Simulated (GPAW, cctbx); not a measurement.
## Ba2IrS4: what bonding does to one electron reflection, worked out

Ba2IrS4, I4/mmm (no. 139), a = 4.8063 Å, b = 4.8063 Å, c = 15.4983 Å, α = 90.00°, β = 90.00°, γ = 90.00°.

| atom | mult. | x | y | z |
| --- | --- | --- | --- | --- |
| Ir1 | 2 | 0 | 0 | 0 |
| Ba1 | 4 | 1/2 | 1/2 | 0.1397 |
| S1 | 4 | 1/2 | 0 | 0 |
| S2 | 4 | 1/2 | 1/2 | 0.3416 |

The start was made by putting kin elements into a known structure type; the compound need not exist, or be stable, in this form.

A DFT run (GPAW, PBE, 450 eV, 4×4×4 k-points, Fermi–Dirac width 0.05 eV) gives the static X-ray structure factor of 112 as 31.773 e for the conventional cell; superposed free atoms give 32.697 e. **Problem.** Find the Fourier component V of the crystal potential and the two-beam extinction distance at 300 kV in both cases.

**1. Geometry**

The cell volume is Ω = 358.02 Å³ and d(112) = 3.1124 Å, so g = 1/d = 0.3213 Å⁻¹.

**2. The nuclei**

Electrons feel nuclei as well as electrons, so the nuclear charges are summed with the same phases.

Phase sums Σ exp(2πi h·x), turned so that the total is real and positive: Ir +2.000, Ba -0.737, S -5.629. Then F_Z = 77 × (+2.000) + 56 × (-0.737) + 16 × (-5.629) = 22.68 e. The electron term has the same sign for this reflection.

**3. Mott–Bethe**

Poisson's equation, term by term, gives V = (e/4πε₀)(F_Z − F)/(πΩg²), with e/4πε₀ = 14.3996 V Å.

The prefactor is 14.3996 × 3.1124²/(π × 358.02) = 0.12402 V per electron. Free atoms: (22.68 − 32.697) × 0.12402 = -1.242 V. Crystal: (22.68 − 31.773) × 0.12402 = -1.128 V. F changes by -2.83 % and V by -9.2 %: the same 0.92 e is measured against F_Z − F = -10.0 e in place of F = 32.7 e.

**4. Extinction distance**

In the two-beam case ξ = 1/(λU) with U = 2γm₀eV/h², that is ξ = 150.41 V Å²/(γλV).

At 300 kV, λ = 0.01969 Å and γ = 1.5871. Free atoms: ξ = 3875 Å. Crystal: ξ = 4269 Å. The thickness fringes go as sin²(πt/ξ), so the two patterns slip by a quarter of a period when t|1/ξ₁ − 1/ξ₀| = 1/4, at t ≈ 1050 nm, thicker than usual samples. Thermal motion, absorption and many-beam coupling, left out here, change a real pattern.

**5. Answer**

V(112) is -1.13 V against -1.24 V, and ξ is 4269 against 3875 Å. Limits: static atoms, two beams.
